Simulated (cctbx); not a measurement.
# Absolute structure of Cr8Cd3CuO16

Space group R3m (no. 160), a = 5.8750 Å, b = 5.8750 Å, c = 28.6620 Å, α = 90.00°, β = 90.00°, γ = 120.00°.

```csv
atom,mult.,x,y,z,Ueq (Å²)
Cd1,3,1/3,2/3,0.1645,0.0023
Cd2,3,2/3,1/3,0.3327,0.0026
Cd3,3,1/3,2/3,0.0432,0.0028
Cu1,3,2/3,1/3,0.2075,0.0037
Cr1,9,0.3338,0.1669,0.1041,0.0042
Cr2,9,0.6638,0.8319,0.2665,0.0029
Cr3,3,2/3,1/3,0.0200,0.0051
Cr4,3,0,0,0.1909,0.0029
O1,9,0.9616,0.4808,0.0658,0.0066
O2,9,0.3072,0.1536,0.2315,0.0086
O3,3,2/3,1/3,0.1441,0.0047
O4,3,0,0,0.3042,0.0044
O5,9,0.7032,0.8516,0.1460,0.0066
O6,9,0.0408,0.5204,0.3069,0.0044
O7,3,0,0,0.0728,0.0102
O8,3,1/3,2/3,0.2368,0.0151
```

The model is made up (kin elements in a known structure type, no relaxation), so it says nothing on whether the phase exists.

Data sets are simulated with cctbx and refined with Bijvoet mates kept apart; Flack x is then fitted as the share of an inverted twin with the atoms fixed, Hooft y from the Bijvoet differences. The group is acentric but holds improper operations, so there is an absolute structure (orientation) and no hand.

Untwinned crystal. What Flack and Hooft values should come out?

| λ (Å) | extinction (unmodelled) | d min (Å) | top counts | error (%) | model | R1 | Flack x | s.u. | Hooft y | s.u. | pairs |
| --- | --- | --- | --- | --- | --- | --- | --- | --- | --- | --- | --- |
| 0.71073 | 0 | 0.77 | 20000 | 1.5 | as given | 0.0154 | 0.00 | 0.06 | 0.039 | 0.046 | 286 |
| 0.71073 | 0 | 0.77 | 20000 | 1.5 | inverted | 0.0208 | 0.99 | 0.07 | 0.976 | 0.050 | 286 |
| 1.54184 | 0.3 | 0.83 | 5000 | 6 | as given | 0.0360 | 0.03 | 0.04 | -0.018 | 0.041 | 231 |

With Mo Kα, x is within 3 s.u. of 0, so the absolute structure is right, though an s.u. above 0.04 can't exclude a small twin share. With Cu Kα, x is within 3 s.u. of 0, so the absolute structure is right. Inverting the model turns x into about 1 − x.

A further crystal gives:

```
  λ (Å)  extinction (unmodelled)  d min (Å)  top counts  error (%)     model      R1  Flack x   s.u.  Hooft y   s.u.  pairs
1.54184                        0       0.83       70000        1.5  as given  0.0141    0.288  0.009    0.284  0.007    230
```

**Question.** What is it?

It was simulated as an inversion twin with a fraction 0.3 of the inverted domain. Flack x is over 3 s.u. from both 0 and 1 and reads that fraction.

[Logs are printed without paths, hosts, clocks, repeated set-up lines and the standing remarks that a program may print on its own settings, such as how far it seeks lower states.]
